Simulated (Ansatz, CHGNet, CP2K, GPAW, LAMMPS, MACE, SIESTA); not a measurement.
## Glassy 68GeO2-29MgO-3Fe2O3 (mol %) (94 atoms): runs against a plane-wave reference

Density of this cell: 3.74 g/cm³. The cell holds 94 atoms: 23 Ge, 10 Mg, 2 Fe and 59 O. Its edges and angles: a = 10.966 Å, b = 10.966 Å, c = 10.966 Å, α = 90.0°, β = 90.0°, γ = 90.0°. 94 atoms (23 Ge, 10 Mg, 2 Fe, 59 O) placed at random at 3.61 g/cm³, melted at 4000 K for 10 ps at fixed volume with the Morse and Coulomb pair potential with partial charges (Pedone, Malavasi, Menziani, Cormack and Segre, J. Phys. Chem. B 110, 11780 (2006)). Quenched from 4000 K to 300 K at 100 K/ps and fixed volume, held 10 ps at zero pressure.

Geometry: as built.

The reference, a calculation:

* method: Kohn-Sham DFT, PBE, PAW, plane waves (Ansatz 0.2.0); cutoff 420 eV, Γ point, fermi-dirac smearing of 0.05 eV, spin polarised, started with 2 parallel moments, ending at -10.0 μB in the cell; PAW set soft_2
* r.m.s. force component: 1.318 eV/Å
* longest force: 4.545 eV/Å
* pressure: 5.763 GPa
* gap (highest filled to lowest empty level): 0.4271 eV
* SCF cycles: 21
* time: 99 s on 4 threads of Arm Neoverse V1, shared host
* CPU time: 6.4 min

Runs, in no order:
A. SIESTA PBE, SZP, shift 0.01 Ry, mesh 500 Ry: Kohn-Sham DFT, PBE, PseudoDojo 0.4.1 norm-conserving pseudopotentials (converted to PSML), numerical atomic orbitals (SZP), diagonalisation
B. MACE MP-0b3 medium potential: machine-learned interatomic potential MACE MP-0b3 medium, trained on PBE(+U) plane-wave data
C. SIESTA PBE, DZP, shift 0.01 Ry, mesh 500 Ry: Kohn-Sham DFT, PBE, PseudoDojo 0.4.1 norm-conserving pseudopotentials (converted to PSML), numerical atomic orbitals (DZP), diagonalisation

**Question.** Rank the runs by how far their forces lie from the reference's, least first.

B, C, A.

| run | Δ force, r.m.s. (meV/Å) | share of r.m.s. force (%) | CPU time |
| --- | --- | --- | --- |
| B. MACE MP-0b3 medium potential | 150 | 11.4 | 9.4 s |
| C. SIESTA PBE, DZP, shift 0.01 Ry, mesh 500 Ry | 376 | 28.5 | 25 min |
| A. SIESTA PBE, SZP, shift 0.01 Ry, mesh 500 Ry | 527 | 40.0 | 23 min |

Machine-learned potentials mimic data converged in k, so the reference's own k-point error enters their differences. The network of bonds at the start is that of the classical potential that made the cell, and needn't be the one that DFT or experiment would give. The run was spin polarised, started with 2 parallel moments, ending at -10.0 μB in the cell; that starting order needn't be the real material's, and it bears on forces, charges and levels. The electronic-structure runs sample only Γ, in a cell whose shortest periodic width is 11 Å.

[Hosts, paths, dates, database ids (printed as entryN), source tags and the programs' standing remarks are cut or masked in the printed files.]
